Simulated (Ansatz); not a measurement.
Te2Mo (P6_3/mmc), computed twice by G0W0.

It takes space group P6_3/mmc (No. 194, hexagonal). The conventional cell has a = 3.518 Å, b = 3.518 Å, c = 13.974 Å, α = 90.00°, β = 90.00°, γ = 120.00°. Nearest to Te lie 3 Mo at 2.72 Å. Nearest to Mo lie 6 Te at 2.72 Å. Farther neighbours and most contacts between anions are not listed.

```yaml
crystal:
  lattice:
    - [3.51820, 0.00000, 0.00000]
    - [-1.75910, 3.04685, 0.00000]
    - [0.00000, 0.00000, 13.97360]
  atoms:
    - { symbol: Te, position: [0.33333, 0.66667, 0.62100] }
    - { symbol: Te, position: [0.66667, 0.33333, 0.12100] }
    - { symbol: Te, position: [0.33333, 0.66667, 0.87900] }
    - { symbol: Te, position: [0.66667, 0.33333, 0.37900] }
    - { symbol: Mo, position: [0.33333, 0.66667, 0.25000] }
    - { symbol: Mo, position: [0.66667, 0.33333, 0.75000] }
```

The cell and positions come from the Crystallography Open Database and are kept as given unless a step says otherwise. Spin-orbit coupling is left out unless a run names it.

The first (Ansatz 0.2.0; start PBE with 30 % exact exchange, 6×6×2 mesh, 624 empty bands, screening to 150 eV, PAW set soft_1 files; 1 × NVIDIA H100 80GB HBM3 (shared by 6 runs) with 3 threads of AMD EPYC 7R13 (Zen 3), shared host) gave, on its mesh: starting gap 2.10 eV, G0W0 gap 1.35 eV, RPA ε∞ (mean) 10.01, 2 min.

The second gave: starting gap 4.12 eV, G0W0 gap 1.82 eV, RPA ε∞ (mean) 6.46, 2.4 min.

**Question.** What was changed in the input? Choose among start, files, mesh, bands and cutoff, frequency model or another key.

Changed: start from PBE with 30 % exact exchange to PBE with 75 % exact exchange. A jump of this size in the start, with ε∞ moving the other way, marks another functional. Other changes could give like numbers; this is the one that was made.

Limits: not at the basis limit; no spin-orbit coupling.

[Paths, hosts, dates, memory and timing lines, banners, echoed tables and standing remarks are left out of the program output.]

[Logs are printed without paths, hosts, clocks, repeated set-up lines and the standing remarks that a program may print on its own settings, such as how far it seeks lower states.]

[Runs of the session that timed out or met a known fault of the program may be left out.]

[Cells called generated may have been cut or substituted from an entry of the Crystallography Open Database or the Materials Project.]

[Hosts, paths, dates, database ids (printed as entryN), source tags and the programs' standing remarks are cut or masked in the printed files.]
